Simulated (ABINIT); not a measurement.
# Diamond (Fd-3m, 2 atoms a cell): changed settings of a GW run in ABINIT

Aim: change inputs of a GW run on Diamond (Fd-3m, 2 atoms a cell) and see what moves.

Main program and level: ABINIT 10.8.3; PBE and many-body steps on it, plane waves.

### 1. The starting structure

It takes space group Fd-3m (No. 227, cubic). The conventional cell has a = 3.567 Å, b = 3.567 Å, c = 3.567 Å, α = 90.00°, β = 90.00°, γ = 90.00°. Nearest to C lie 4 C at 1.54 Å.

As a file:

```cif
data_structure
_symmetry_space_group_name_H-M 'Fd-3m:1'
_symmetry_Int_Tables_number 227
_cell_length_a 3.5667
_cell_length_b 3.5667
_cell_length_c 3.5667
_cell_angle_alpha 90.000
_cell_angle_beta 90.000
_cell_angle_gamma 90.000
_cell_volume 45.37
loop_
_atom_site_label
_atom_site_type_symbol
_atom_site_symmetry_multiplicity
_atom_site_Wyckoff_symbol
_atom_site_fract_x
_atom_site_fract_y
_atom_site_fract_z
_atom_site_occupancy
C1 C 8 b 0.00000 0.00000 0.50000 1
```

The cell and positions come from the Crystallography Open Database and are kept as given unless a step says otherwise.

### 2. Screening, 8×8×8 mesh, 51 bands, screening to 228.6 eV

This step: ABINIT 10.8.3; RPA screening on PBE, plane waves, norm-conserving pseudopotentials.

The RPA dielectric matrix is built and inverted for each q.

run.abi reads:

```
acell 3*1.0 Angstrom
rprim 
  -0.000000000000 1.783370000000 1.783370000000
  1.783370000000 -0.000000000000 1.783370000000
  1.783370000000 1.783370000000 0.000000000000
ntypat 1
znucl 6
natom 2
typat 1 1
xred 
  0.000000000000 0.000000000000 -0.000000000000
  0.250000000000 0.250000000000 0.250000000000
pp_dirpath "pseudos"
pseudos "C.upf"
ecut 37
ngkpt 8 8 8
nshiftk 1
shiftk 0 0 0
kptopt 1
chksymbreak 0
istwfk *1
occopt 1
irdwfk 1
optdriver 3
nband 51
ecuteps 8.4
inclvkb 2
awtr 1
symchi 1
indata_prefix "in"
outdata_prefix "out"
tmpdata_prefix "tmp"
```

Started as:

```bash
$ OMP_NUM_THREADS=1 mpirun -n 4 abinit run.abi > log
```

Log:

```text
.Version 10.8.3 of ABINIT. v10.8.2 released Aug 2026.

 Symmetries : space group Fd -3 m (#227); Bravais cF (face-center cubic)
[... echo of the input left out ...]
== DATASET  1 ==================================================================
-   mpi_nproc: 4, omp_nthreads: 1 (-1 if OMP is not activated)

--- !DatasetInfo
iteration_state: {dtset: 1, }
dimensions: {natom: 2, nkpt: 29, mband: 51, nsppol: 1, nspinor: 1, nspden: 1, mpw: 869, }
cutoff_energies: {ecut:  37.0, pawecutdg:  -1.0, }
electrons: {nelect:   8.00000000E+00, charge:   0.00000000E+00, occopt:   1.00000000E+00, tsmear:   1.00000000E-02, }

 SCREENING: Calculation of the susceptibility and dielectric matrices

 Based on a program developped by R.W. Godby, V. Olevano, G. Onida, and L. Reining.
 Incorporated in ABINIT by V. Olevano, G.-M. Rignanese, and M. Torrent.
.Using double precision arithmetic ; gwpc =  8

[... cell and pseudopotentials left out ...]
--------------------------------------------------------------------------------

 ==== K-mesh for the wavefunctions ====
 Number of points in the irreducible wedge :    29
[... list of points left out ...]
 Together with 48 symmetry operations and time-reversal symmetry
 yields   512 points in the full Brillouin Zone.

 ==== Q-mesh for the screening function ====
 Number of points in the irreducible wedge :    29
[... list of points left out ...]
 Together with 48 symmetry operations and time-reversal symmetry
 yields   512 points in the full Brillouin Zone.

 setmesh: FFT mesh size selected  =    20x   20x   20
          total number of points  =         8000

 vcoul_init : cutoff-mode = AUXILIARY_FUNCTION
 q-points for optical limit:   1
     1)      0.000010    0.000020    0.000030

- screening: taking advantage of time-reversal symmetry
- Maximum band index for partially occupied states nbvw = 4
- Remaining bands to be divided among processors   nbcw = 47
- Number of bands treated by each node ~11

 Number of electrons calculated from density =    8.0000; Expected =    8.0000
 average of density, n =  0.104505
 r_s =    1.3170
 omega_plasma =   31.1835 [eV]

 calculating chi0 at frequencies [eV] :
  1    0.000000E+00    0.000000E+00
  2    0.000000E+00    3.118352E+01

--------------------------------------------------------------------------------
  q-point number  1        q = ( 0.000000, 0.000000, 0.000000) [r.l.u.]
--------------------------------------------------------------------------------
[... chi0 elements left out ...]
 For q-point:  0.000010 0.000020 0.000030
  dielectric constant =   5.5189
  dielectric constant without local fields =   5.9482

  Average fulfillment of the sum rule on Im[epsilon] for q-point    1 :     83.97  [%]
[... wings left out ...]
  q-point number  2        q = ( 0.125000, 0.000000, 0.000000) [r.l.u.]
--------------------------------------------------------------------------------
[... chi0 elements left out ...]
  Average fulfillment of the sum rule on Im[epsilon] for q-point    2 :     96.73  [%]

 [... 27 further q-points ...]
```

Run time: 33 s. Hardware: 4 MPI ranks of Arm Neoverse V1, shared host; peak memory 0.58 GiB.

This step gave:

- ε∞ with local fields, on this mesh, along the program's q direction: 5.519
- the same without local fields: 5.948
- plasma frequency: 31.18 eV
- plane waves in the screening matrix: 89

Local fields lower ε∞ by 7 %.

### 3. Base

The self-energy is evaluated for the states that the input lists, and the levels follow from it, in one-shot runs by the linearised quasiparticle equation.

This step: G0W0 on PBE, plane waves, norm-conserving pseudopotentials.

run.abi: that of step 2 with these lines changed.

```diff
@@ -23,8 +23,17 @@
 irdwfk 1
-optdriver 3
+optdriver 4
 nband 51
+gwcalctyp 0
+ecutsigx 37
+symsigma 1
+nkptgw 2
+kptgw 
+  0.0000000000 0.0000000000 0.0000000000
+  0.3750000000 0.3750000000 0.0000000000
+bdgw 
+  2 7
+  3 6
 ecuteps 8.4
-inclvkb 2
-awtr 1
-symchi 1
+irdscr 1
+ppmodel 1
 indata_prefix "in"
```

Log:

```text
.Version 10.8.3 of ABINIT. v10.8.2 released Aug 2026.

 Symmetries : space group Fd -3 m (#227); Bravais cF (face-center cubic)
[... echo of the input left out ...]
== DATASET  1 ==================================================================
-   mpi_nproc: 4, omp_nthreads: 1 (-1 if OMP is not activated)

--- !DatasetInfo
iteration_state: {dtset: 1, }
dimensions: {natom: 2, nkpt: 29, mband: 51, nsppol: 1, nspinor: 1, nspden: 1, mpw: 869, }
cutoff_energies: {ecut:  37.0, pawecutdg:  -1.0, }
electrons: {nelect:   8.00000000E+00, charge:   0.00000000E+00, occopt:   1.00000000E+00, tsmear:   1.00000000E-02, }

 SIGMA: Calculation of the GW corrections

 Based on a program developped by R.W. Godby, V. Olevano, G. Onida, and L. Reining.
 Incorporated in ABINIT by V. Olevano, G.-M. Rignanese, and M. Torrent.
.Using double precision arithmetic ; gwpc =  8

[... cell and pseudopotentials left out ...]
--------------------------------------------------------------------------------

 ==== K-mesh for the wavefunctions ====
 Number of points in the irreducible wedge :    29
[... list of points left out ...]
 Together with 48 symmetry operations and time-reversal symmetry
 yields   512 points in the full Brillouin Zone.

 ==== Q-mesh for screening function ====
 Number of points in the irreducible wedge :    29
[... list of points left out ...]
 Together with 48 symmetry operations and time-reversal symmetry
 yields   512 points in the full Brillouin Zone.

 vcoul_init : cutoff-mode = AUXILIARY_FUNCTION
 q-points for optical limit:   1
     1)      0.000010    0.000020    0.000030
 setmesh: FFT mesh size selected  =    32x   32x   32
          total number of points  =        32768

 Number of electrons calculated from density =    8.0000; Expected =    8.0000
 average of density, n =  0.104505
 r_s =    1.3170
 omega_plasma =   31.1835 [eV]

 === KS Band Gaps ===
  >>>> For spin  1
   Minimum direct gap =   5.6255 [eV], located at k-point      :   0.0000  0.0000  0.0000
   Fundamental gap    =   4.1901 [eV], Top of valence bands at :   0.0000  0.0000  0.0000
                                       Bottom of conduction at :   0.3750  0.3750  0.0000
 SIGMA fundamental parameters:
 PLASMON POLE MODEL  1
 number of plane-waves for SigmaX                  869
 number of plane-waves for SigmaC and W             89
 number of plane-waves for wavefunctions           869
 number of bands                                    51
 number of independent spin polarizations            1
 number of spinorial components                      1
 number of k-points in IBZ                          29
 number of q-points in IBZ                          29
 number of symmetry operations                      48
 number of k-points in BZ                          512
 number of q-points in BZ                          512
 number of frequencies for dSigma/dE                 9
 frequency step for dSigma/dE [eV]                0.25
 number of omega for Sigma on real axis              0
 max omega for Sigma on real axis  [eV]           0.00
 zcut for avoiding poles [eV]                     0.10

 EPSILON^-1 parameters (SCR file):
 dimension of the eps^-1 matrix on file             89
 dimension of the eps^-1 matrix used                89
 number of plane-waves for wavefunctions           869
 number of bands                                    51
 number of q-points in IBZ                          29
 number of frequencies                               2
 number of real frequencies                          1
 number of imag frequencies                          1

 matrix elements of self-energy operator (all in [eV])

 Perturbative Calculation

--- !SelfEnergy_ee
iteration_state: {dtset: 1, }
kpoint     : [   0.000,    0.000,    0.000, ]
spin       : 1
KS_gap     :    5.626
QP_gap     :    7.386
Delta_QP_KS:    1.761
data: !SigmaeeData |
     Band     E0 <VxcDFT>   SigX SigC(E0)      Z dSigC/dE  Sig(E)    E-E0       E
        2  10.293 -16.962 -19.293   1.615   0.832  -0.202 -17.558  -0.595   9.697
        3  10.293 -16.962 -19.293   1.615   0.832  -0.202 -17.558  -0.595   9.697
        4  10.293 -16.962 -19.293   1.615   0.832  -0.202 -17.558  -0.595   9.697
        5  15.918 -15.643  -9.539  -4.705   0.833  -0.201 -14.478   1.165  17.084
        6  15.918 -15.643  -9.539  -4.705   0.833  -0.201 -14.478   1.165  17.084
        7  15.918 -15.643  -9.539  -4.705   0.833  -0.201 -14.478   1.165  17.084

--- !SelfEnergy_ee
iteration_state: {dtset: 1, }
kpoint     : [   0.375,    0.375,    0.000, ]
spin       : 1
KS_gap     :    9.944
QP_gap     :   11.599
Delta_QP_KS:    1.655
data: !SigmaeeData |
     Band     E0 <VxcDFT>   SigX SigC(E0)      Z dSigC/dE  Sig(E)    E-E0       E
        3   4.539 -15.969 -20.469   3.281   0.817  -0.223 -16.966  -0.997   3.542
        4   4.539 -15.969 -20.469   3.281   0.817  -0.223 -16.966  -0.997   3.542
        5  14.483 -14.094  -8.673  -4.640   0.842  -0.187 -13.436   0.658  15.141
        6  17.096 -13.238  -7.304  -5.183   0.843  -0.186 -12.605   0.634  17.730

== END DATASET(S) ==============================================================
================================================================================

 -outvars: echo values of variables after computation  --------
           etotal      0.0000000000E+00
            nband          51
             nkpt          29
          spgroup         227
 [... the other variables as echoed above ...]

 Calculation completed.
```

The job ended after 5.1 s (4 MPI ranks; peak memory 0.57 GiB; 20 s of CPU time).

Numbers from this step:

```
G0W0 gap on the points computed              : 5.444 eV
starting gap on the mesh                     : 4.190 eV
k of the valence top                         : 0, 0, 0
k of the conduction bottom                   : 0.375, 0.375, 0
Z at the valence top                         : 0.832
Z at the conduction bottom                   : 0.842
least direct G0W0 gap on the computed points : 7.387 eV
```

The gap on the mesh goes from 4.19 eV to 5.44 eV, a correction of +1.25 eV.

### 4. Coulomb singularity

run.abi: that of step 3 with these lines changed.

```diff
@@ -38,2 +38,3 @@
 ppmodel 1
+gw_icutcoul 3
 indata_prefix "in"
```

Log:

```text
.Version 10.8.3 of ABINIT. v10.8.2 released Aug 2026.

 Symmetries : space group Fd -3 m (#227); Bravais cF (face-center cubic)
[... echo of the input left out ...]
== DATASET  1 ==================================================================
-   mpi_nproc: 4, omp_nthreads: 1 (-1 if OMP is not activated)

--- !DatasetInfo
iteration_state: {dtset: 1, }
dimensions: {natom: 2, nkpt: 29, mband: 51, nsppol: 1, nspinor: 1, nspden: 1, mpw: 869, }
cutoff_energies: {ecut:  37.0, pawecutdg:  -1.0, }
electrons: {nelect:   8.00000000E+00, charge:   0.00000000E+00, occopt:   1.00000000E+00, tsmear:   1.00000000E-02, }

 SIGMA: Calculation of the GW corrections

 Based on a program developped by R.W. Godby, V. Olevano, G. Onida, and L. Reining.
 Incorporated in ABINIT by V. Olevano, G.-M. Rignanese, and M. Torrent.
.Using double precision arithmetic ; gwpc =  8

[... cell and pseudopotentials left out ...]
--------------------------------------------------------------------------------

 ==== K-mesh for the wavefunctions ====
 Number of points in the irreducible wedge :    29
[... list of points left out ...]
 Together with 48 symmetry operations and time-reversal symmetry
 yields   512 points in the full Brillouin Zone.

 ==== Q-mesh for screening function ====
 Number of points in the irreducible wedge :    29
[... list of points left out ...]
 Together with 48 symmetry operations and time-reversal symmetry
 yields   512 points in the full Brillouin Zone.

 vcoul_init : cutoff-mode = CRYSTAL
 q-points for optical limit:   1
     1)      0.000010    0.000020    0.000030
 setmesh: FFT mesh size selected  =    32x   32x   32
          total number of points  =        32768

 Number of electrons calculated from density =    8.0000; Expected =    8.0000
[...]
number of omega for Sigma on real axis              0
 max omega for Sigma on real axis  [eV]           0.00
 zcut for avoiding poles [eV]                     0.10

 EPSILON^-1 parameters (SCR file):
 dimension of the eps^-1 matrix on file             89
 dimension of the eps^-1 matrix used                89
 number of plane-waves for wavefunctions           869
 number of bands                                    51
 number of q-points in IBZ                          29
 number of frequencies                               2
 number of real frequencies                          1
 number of imag frequencies                          1

 matrix elements of self-energy operator (all in [eV])

 Perturbative Calculation

--- !SelfEnergy_ee
iteration_state: {dtset: 1, }
kpoint     : [   0.000,    0.000,    0.000, ]
spin       : 1
KS_gap     :    5.626
QP_gap     :    7.334
Delta_QP_KS:    1.709
data: !SigmaeeData |
     Band     E0 <VxcDFT>   SigX SigC(E0)      Z dSigC/dE  Sig(E)    E-E0       E
        2  10.293 -16.962 -18.898   1.453   0.836  -0.197 -17.365  -0.403   9.890
        3  10.293 -16.962 -18.898   1.453   0.836  -0.197 -17.365  -0.403   9.890
        4  10.293 -16.962 -18.898   1.453   0.836  -0.197 -17.365  -0.403   9.890
[...]
--- !SelfEnergy_ee
iteration_state: {dtset: 1, }
kpoint     : [   0.375,    0.375,    0.000, ]
spin       : 1
KS_gap     :    9.944
QP_gap     :   11.552
Delta_QP_KS:    1.607
data: !SigmaeeData |
     Band     E0 <VxcDFT>   SigX SigC(E0)      Z dSigC/dE  Sig(E)    E-E0       E
[...]
5  14.483 -14.094  -8.673  -4.479   0.846  -0.182 -13.297   0.798  15.280
        6  17.096 -13.238  -7.304  -5.021   0.847  -0.181 -12.465   0.774  17.870

== END DATASET(S) ==============================================================
================================================================================

 -outvars: echo values of variables after computation  --------
           etotal      0.0000000000E+00
            nband          51
             nkpt          29
          spgroup         227
 [... the other variables as echoed above ...]

 Calculation completed.
```

It took 5 s on 4 MPI ranks; peak memory 0.57 GiB; 20 s of CPU time.

Numbers from this step:

```yaml
g0w0_gap_on_the_points_computed: 5.390 eV
starting_gap_on_the_mesh: 4.190 eV
k_of_the_valence_top: 0, 0, 0
k_of_the_conduction_bottom: 0.375, 0.375, 0
z_at_the_valence_top: 0.836
z_at_the_conduction_bottom: 0.846
least_direct_g0w0_gap_on_the_computed_points: 7.334 eV
```

Against G0W0 in ABINIT (8×8×8 mesh, 51 bands, screening to 228.6 eV, Godby-Needs plasmon pole), the gap moves by −0.054 eV.

### 5. The runs together

Times are wall times on 4 MPI ranks of Arm Neoverse V1, shared host, good to a factor of about two. A run's time includes the screening step that it read.

```csv
run,mesh,bands,screening cutoff (eV),DFT gap (eV),gap on the mesh (eV),direct (eV),ε∞ used,time
base,8×8×8,51,228.6,4.190,5.444,7.387,5.52,38 s
Coulomb singularity,8×8×8,51,228.6,4.190,5.390,7.334,5.52,38 s
```

### 6. What came out

```yaml
base: 5.444 eV
coulomb_singularity: 5.390 eV
known_limits: not at the basis limit
```

What this shows: Coulomb singularity: −0.054 eV against base (keys changed: gw_icutcoul). Bands and cutoff are finite, so the gap is not at the basis limit. The miss can reach some tenths of an eV and take either sign; the mesh is an error of its own. In the G0W0 runs levels were corrected at 2 k points alone, so a gap called «on the mesh» is the least over those, and an edge elsewhere would be missed.

[Paths, hosts, dates, memory and timing lines, banners, echoed tables and standing remarks are left out of the program output.]

[Logs are printed without paths, hosts, clocks, repeated set-up lines and the standing remarks that a program may print on its own settings, such as how far it seeks lower states.]

[Runs of the session that timed out or met a known fault of the program may be left out.]

[Hosts, paths, dates, database ids (printed as entryN), source tags and the programs' standing remarks are cut or masked in the printed files.]

[G0W0 gaps are taken among the corrected bands and points alone; a level outside them can change the order at an edge.]

[Where Ansatz stands beside ABINIT at settings called matched, ABINIT's density can come from a denser mesh and the files from another edition; pairs whose starting gaps differed by over 0.03 eV were left out, so agreement reads better than it is.]
